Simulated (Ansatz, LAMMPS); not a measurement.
# Relaxing glassy nearly rigid 98GeO2-2ZnO (mol %), from a frame at 1700 K (194 atoms)

How does glassy nearly rigid 98GeO2-2ZnO (mol %), from a frame at 1700 K (194 atoms) relax, and what do bonds, charges and levels look like afterwards?

Calculated with Ansatz 0.2.0; Kohn-Sham DFT, RPBE, PAW (set soft_2), plane waves.

### Step 1. The structure

The cell holds 194 atoms: 64 Ge, 1 Zn and 129 O. Cell: a = 14.510 Å, b = 14.510 Å, c = 14.510 Å, α = 90.0°, β = 90.0°, γ = 90.0°. 194 atoms (64 Ge, 1 Zn, 129 O) placed at random at 3.68 g/cm³, melted at 4000 K for 10 ps at fixed volume with the Morse and Coulomb pair potential with partial charges (Pedone, Malavasi, Menziani, Cormack and Segre, J. Phys. Chem. B 110, 11780 (2006)). Snapshot at the end of a hold of 10 ps at 1700 K and fixed volume.

What the set-up can't give: The starting topology of bonds comes from the classical model. Sampling is at Γ alone, for a cell whose shortest periodic width is 15 Å.

### Step 2. Single point at the start

A single point comes first, to see the forces before anything moves.

File input.yaml:

```yaml
crystal:
  lattice:
    - [14.51, 0.0, 0.0]
    - [0.0, 14.51, 0.0]
    - [0.0, 0.0, 14.51]
  atoms:
    - { symbol: Ge, position: [0.73052, 0.16575, 0.66007] }
    - { symbol: Ge, position: [0.65585, 0.36727, 0.53941] }
    - { symbol: Ge, position: [0.52092, 0.75227, 0.71882] }
    - { symbol: Ge, position: [0.52349, 0.71445, 0.93126] }
    [... 184 atom lines left out ...]
    - { symbol: O, position: [0.29074, 0.75584, 0.0868] }
    - { symbol: O, position: [0.22605, 0.57966, 0.05152] }
    - { symbol: O, position: [0.05812, 0.8381, 0.67797] }
    - { symbol: O, position: [0.65384, 0.07179, 0.10622] }
    - { symbol: O, position: [0.07586, 0.16758, 0.64141] }
    - { symbol: O, position: [0.27161, 0.35438, 0.88589] }
kpoints:
  mp_grid: { grid: [1, 1, 1] }
hamiltonian:
  xc: rpbe
scf:
  occupations: { method: fermi_dirac, width: 0.025 }
output:
  forces: true
  stress: true
  populations: true
  dos:
    method: { smearing: { sigma: 0.08 } }
    de: 0.1
    projected: { site_lists: { Ge: [Ge], O: [O], Zn: [Zn] } }
  eigenvalues: true
```

The run is started by

```bash
$ ansatz run input.yaml --threads 8 --pin off --max-ram 15872MiB --backend cpu --events-out ev --progress --plain --runs-dir out
```

The job ended after 54 s (8 threads of Intel Xeon Platinum 8488C (Sapphire Rapids), shared host; peak memory 7 GiB; 6.4 min of CPU time).

Numbers from this run:

| Property | Result |
| --- | --- |
| free energy | -351920.7678 eV |
| free energy per atom | -1814.0246 eV/atom |
| SCF cycles | 11 |
| pressure | 9.619 GPa |
| r.m.s. force component | 2.321 eV/Å |
| longest force | 13.45 eV/Å |
| Fermi energy | 4.697 eV |
| gap (highest filled to lowest empty level) | 0.2843 eV |
| spilling of the projection | 0.005245 |

The r.m.s. force component of 2.3 eV/Å and the pressure of 9.6 GPa set the starting point.

Neighbours are counted within 2.27 Å (O-Ge), 2.48 Å (O-Zn).

Length of the force by element and coordination:

```tsv
element	coordination	atoms	mean length of the force (eV/Å)	spread	least	most
Ge	all	64	4.35	2.34	0.773	12.6
Ge	3	1	8.31	0	8.31	8.31
Ge	4	61	4.30	2.34	0.773	12.6
Ge	5	2	3.71	0.118	3.59	3.83
O	all	129	2.92	1.90	0.286	13.5
O	2	126	2.90	1.91	0.286	13.5
O	3	3	4.14	0.754	3.08	4.75
Zn	all	1	1.93	0	1.93	1.93
```

### Step 3. Relaxation

With the cell held, the atoms are moved downhill towards a nearby minimum.

input.yaml, the sections that differ from step 2:

```yaml
output:
  forces: true
relax:
  f_tol: 0.03
  max_steps: 120
# crystal, kpoints, hamiltonian, scf: as in step 2
```

Elapsed: 10 min, on 8 threads; peak memory 6.9 GiB; 75 min of CPU time.

The steps of the relaxation:

```tsv
step	energy less that of the first step (eV)	largest force component (eV/Å)
1	0.0000	11.3349
2	-27.3584	5.2655
3	-41.6490	1.6567
4	-45.0161	0.7430
5	-46.8948	0.9554
6	-48.3740	0.5734
7	-49.2951	0.4638
8	-50.0291	0.2436
9	-50.3850	0.2654
10	-50.5382	0.3076
11	-50.6840	0.1613
12	-50.7403	0.1622
13	-50.7518	0.1306
14	-50.5701	0.7083
15	-50.7723	0.0635
16	-50.7753	0.0485
17	-50.7773	0.0344
18	-50.7772	0.0665
19	-50.7788	0.0133
20	-50.7800	0.0182
21	-50.7804	0.0198
```

Relaxation steps 14, 18 were tried and not accepted.

The atoms that moved most (Å):

```tsv
atom	dx	dy	dz	length
O105	0.113	-0.812	-0.812	1.153
O68	0.458	-0.773	0.502	1.029
O138	-0.251	0.510	0.719	0.916
O123	0.327	-0.674	-0.528	0.916
O181	0.677	0.357	-0.436	0.881
O126	0.461	-0.702	0.238	0.873
O163	0.178	-0.145	0.797	0.830
O74	0.539	-0.586	0.205	0.822
```

The relaxation changed the energy by -262 meV/atom, and atoms moved by 0.48 Å r.m.s., 1.2 Å at most.

### Step 4. Distances and neighbours after relaxation

Bonds before and after, by the cutoffs listed below:

```tsv
pair	bonds before	bonds after	mean before (Å)	mean after (Å)	spread before (Å)	spread after (Å)
O-Ge	257	260	1.756	1.795	0.100	0.048
O-Zn	4	4	2.118	2.029	0.061	0.141
```

Density 3.68 g/cm³, 15.75 Å³ an atom.

g(r), total and by pair (bins of 0.2 Å):

```tsv
r (Å)	total	O-O	O-Ge	O-Zn	Ge-Ge	Ge-Zn	Zn-Zn
1.70	3.85	0.00	8.75	0.00	0.00	0.00	0.00
1.90	1.38	0.00	3.05	5.22	0.00	0.00	0.00
2.10	0.06	0.00	0.10	2.19	0.00	0.00	0.00
2.30	0.04	0.05	0.00	1.91	0.00	0.00	0.00
2.50	0.05	0.11	0.00	0.00	0.00	0.00	0.00
2.70	0.70	1.53	0.06	0.00	0.00	0.00	0.00
2.90	2.06	4.46	0.14	0.00	0.34	0.00	0.00
3.10	1.27	1.90	0.38	0.96	2.29	1.89	0.00
3.30	0.95	0.67	0.55	0.00	3.57	5.26	0.00
3.50	0.77	0.61	0.82	0.78	1.24	0.00	0.00
3.70	0.85	0.66	1.19	0.71	0.26	1.45	0.00
3.90	0.82	0.62	1.15	1.24	0.27	0.00	0.00
4.10	0.94	0.55	1.41	2.21	0.60	0.00	0.00
4.30	1.09	0.63	1.62	1.51	0.73	0.99	0.00
4.50	1.29	0.68	1.86	2.31	1.28	2.83	0.00
4.70	1.08	0.94	1.23	1.25	1.10	0.89	0.00
4.90	0.88	1.16	0.58	1.55	0.91	0.81	0.00
5.10	1.04	1.28	0.77	0.36	1.21	0.75	0.00
5.30	0.96	1.33	0.59	0.66	1.04	0.69	0.00
5.50	1.12	1.42	0.81	1.25	1.14	2.50	0.00
5.70	1.15	1.28	0.95	0.00	1.46	0.59	0.00
5.90	0.93	0.98	0.84	1.61	1.01	2.75	0.00
6.10	0.95	0.82	1.08	0.76	0.97	1.00	0.00
6.30	0.93	0.75	1.09	0.96	0.98	0.95	0.00
6.50	0.88	0.80	1.02	0.88	0.65	1.36	0.00
6.70	0.98	0.83	1.17	1.04	0.79	0.43	0.00
6.90	0.96	0.80	1.13	1.99	0.91	0.00	0.00
7.10	1.05	1.00	1.09	1.48	1.04	1.12	0.00
```

Bonds by pair of elements; cutoffs follow the first minimum of g(r), held within bounds set by covalent radii, and pairs that aren't listed don't count as bonded:

```tsv
pair A-B	cutoff (Å)	bonds	mean length (Å)	spread (Å)	shortest (Å)	B about A	A about B
O-Ge	2.27	260	1.79	0.048	1.72	2.02	4.06
O-Zn	2.5	4	2.03	0.141	1.88	0.031	4
```

How many atoms have how many bonded neighbours:

```tsv
element	mean	2	3	4	5
Ge	4.06	0	0	60	4
O	2.05	123	6	0	0
Zn	4	0	0	1	0
```

Bond angles, per cent of each kind in bins of 5°:

```tsv
angle (°)	O-Ge-O	Ge-O-Ge
70–75	0.5	0.0
75–80	0.2	0.0
80–85	0.5	0.0
85–90	2.0	0.0
90–95	1.5	0.0
95–100	7.8	0.0
100–105	17.5	0.7
105–110	25.0	2.2
110–115	24.7	5.2
115–120	12.5	3.0
120–125	4.0	18.5
125–130	1.8	20.7
130–135	0.2	14.8
135–140	0.2	8.2
140–145	0.0	9.6
145–150	0.5	10.4
150–155	0.0	3.7
155–160	0.5	2.2
160–165	0.0	0.7
165–170	0.5	0.0
```

Bond angles (no mean is given where the spread exceeds 20°):

```tsv
angle	count	mean (°)	spread (°)
O-Ge-O	400	109	10.2
Ge-O-Ge	135	132	11.9
Ge-O-Zn	6	120	12.5
O-Zn-O	6	107	19.5
```

Oxygen atoms by the number of network formers (Si, P, Ge, B, Al, As, Ga) bound to them:

```tsv
network formers bound to O	O atoms	per cent
0	0	0
1	2	1.6
2	123	95.3
3	4	3.1
```

Network units: each former by its oxygen neighbours and how many of them bridge to another former:

```tsv
former	O neighbours	bridging O	atoms
Ge	4	3	2
Ge	4	4	58
Ge	5	5	4
```

Bond length by coordination (bonds to H left out):

```tsv
element	coordination	atoms	mean bond length (Å)
Ge	4	60	1.79
Ge	5	4	1.88
O	2	123	1.79
O	3	6	1.95
```

Rings of the network by King's shortest-path rule, up to 12 atoms, one path for each pair of neighbours; H, halogens, alkali and alkaline-earth atoms are left out, and the last column divides by all other atoms, bonded or not:

```tsv
ring size (atoms)	rings	per network atom
4	2	0.01
6	3	0.015
8	16	0.082
10	30	0.155
12	54	0.278
```

By these cutoffs 94 % of Ge atoms have 4, 95 % of O atoms have 2 and all Zn atoms have 4 bonded neighbours. The O-Ge-O angle averages 109° with a spread of 10°. Counting bonds to Ge alone, not to Zn, 95 % of the oxygens join two of these atoms and 2 % one; 3 % join three. The commonest Ge unit has 4 oxygens, 4 of them shared with other formers (58 of 64 atoms). Rings of 12 atoms are the most common (51 % of those counted); sizes run from 4 to 12, where the search stops.

### Step 5. Single point at the relaxed geometry

One more single point at the end of the walk gives the fuller output and checks the residual forces.

File input.yaml:

```yaml
crystal:
  lattice:
    - [14.51, 0.0, 0.0]
    - [0.0, 14.51, 0.0]
    - [0.0, 0.0, 14.51]
  atoms:
    - { symbol: Ge, position: [0.72567, 0.17677, 0.65566] }
    - { symbol: Ge, position: [0.64583, 0.3755, 0.56691] }
    - { symbol: Ge, position: [0.53379, 0.76574, 0.73343] }
    - { symbol: Ge, position: [0.51778, 0.70429, 0.94441] }
    [... 184 atom lines left out ...]
    - { symbol: O, position: [0.3054, 0.77421, 0.07826] }
    - { symbol: O, position: [0.23734, 0.57972, 0.06109] }
    - { symbol: O, position: [0.04258, 0.84355, 0.70663] }
    - { symbol: O, position: [0.66783, 0.07748, 0.09687] }
    - { symbol: O, position: [0.04947, 0.16042, 0.62993] }
    - { symbol: O, position: [0.2867, 0.35589, 0.88802] }
kpoints:
  mp_grid: { grid: [1, 1, 1] }
hamiltonian:
  xc: rpbe
scf:
  occupations: { method: fermi_dirac, width: 0.025 }
output:
  forces: true
  stress: true
  populations: true
  dos:
    method: { smearing: { sigma: 0.15 } }
    de: 0.1
    projected: { site_lists: { Ge: [Ge], O: [O], Zn: [Zn] } }
  eigenvalues: true
  write_density: true
  write_potential: true
  volumetric_format: npy
```

The job ended after 59 s (8 threads; peak memory 7 GiB; 7.1 min of CPU time).

The program notes that the exchange-correlation potential is rough where the density is thin.

The run gave:

```yaml
free_energy: -351971.5482 eV
free_energy_per_atom: -1814.2863 eV/atom
scf_cycles: 10
pressure: 0.1233 GPa
r_m_s_force_component: 0.00269 eV/Å
longest_force: 0.02132 eV/Å
fermi_energy: 4.268 eV
spacing_of_highest_filled_and_lowest_empty_level: 1.714 eV
spilling_of_the_projection: 0.005259
```

Löwdin charges by element and coordination (they lack the spilled electrons, 0.046 e an atom on average):

```tsv
element	coordination	atoms	mean charge (e)	spread	least	most
Ge	all	64	1.59	0.0206	1.53	1.63
Ge	4	60	1.60	0.0157	1.55	1.63
Ge	5	4	1.54	0.0108	1.53	1.55
O	all	129	-0.735	0.0273	-0.916	-0.697
O	2	123	-0.735	0.0262	-0.916	-0.704
O	3	6	-0.734	0.0443	-0.809	-0.697
Zn	all	1	1.52	0	1.52	1.52
```

States in the cell by windows of 1 eV, zero at the Fermi level; the larger projections on atomic orbitals stand beside the total:

```tsv
from (eV)	to (eV)	total	O p	Ge p	Ge s
-10	-9	36.8	20.5	1.7	12.0
-9	-8	30.4	17.6	2.4	7.8
-8	-7	32.1	19.8	3.7	5.9
-7	-6	63.0	45.3	14.1	1.5
-6	-5	84.9	60.6	17.0	0.7
-5	-4	72.3	54.4	8.3	1.0
-4	-3	143.0	125.1	9.1	1.1
-3	-2	220.8	210.9	4.0	0.5
-2	-1	76.9	74.5	0.8	0.1
-1	0	3.7	3.4	0.1	0.0
0	1	1.8	0.5	0.1	1.0
1	2	6.9	2.0	0.7	3.1
2	3	26.7	7.5	3.2	11.8
3	4	32.2	9.1	5.1	13.1
4	5	35.3	9.9	7.9	12.6
```

Between -26 and -10 eV lie 915 more states.

The levels nearest the highest filled one (over half full), pooled over k-points and spins:

```tsv
level less the highest filled one (eV)	occupation
-0.513	2
-0.365	2
-0.317	2
-0.267	2
-0.0461	2
0	2
1.71	0
2.53	0
2.66	0
2.74	0
2.90	0
3.00	0
```

Mean Löwdin charges: Ge +1.59, O -0.73, Zn +1.52 e (they miss 0.53 % of the electrons, so they add up to more than the cell's charge). The largest share in the top eV of filled states is O p (97 % of the projected weight), and in the lowest eV of empty states Ge s (48 % of the projected weight).

### Step 6. Summary of results

```json
{
 "energy change in the relaxation": "-261.8 meV/atom",
 "r.m.s. displacement": "0.478 Å",
 "largest displacement": "1.153 Å",
 "free energy per atom": "-1814.2863 eV/atom",
 "pressure": "0.1233 GPa",
 "r.m.s. force component": "0.00269 eV/Å",
 "gap (highest filled to lowest empty level)": "1.714 eV",
 "wall time of the 3 DFT runs": "12 min"
}
```

In words: Relaxation lowers the energy by 262 meV/atom and moves atoms by 0.48 Å r.m.s.; the r.m.s. force component goes from 2.3 to 0.0027 eV/Å, the pressure goes from 9.6 to 0.12 GPa, and the gap from 0.284 to 1.71 eV. By the final cutoffs 1 of 261 bonded pairs parted and 4 joined. First to last step the energy falls by 50.780 eV; the largest move, 1.15 Å, is that of O105. The O-Zn bonds change most in mean length: from 2.118 Å (spread 0.061) to 2.029 Å (spread 0.141). By these cutoffs 94 % of Ge atoms have 4, 95 % of O atoms have 2 and all Zn atoms have 4 bonded neighbours. Counting bonds to Ge alone, not to Zn, 95 % of the oxygens join two of these atoms and 2 % one; 3 % join three. Between filled and empty levels lie 1.71 eV (at Γ alone); a semilocal functional tends to put such gaps too low. In a disordered cell it changes from sample to sample, and tail or defect levels can set it.

**Limits.** The starting topology of bonds comes from the classical model; in DFT 1 of its 261 bonded pairs passed out of the cutoffs and 4 came within them.

[Logs are printed without paths, hosts, clocks, repeated set-up lines and the standing remarks that a program may print on its own settings, such as how far it seeks lower states.]

[Hosts, paths, dates, database ids (printed as entryN), source tags and the programs' standing remarks are cut or masked in the printed files.]
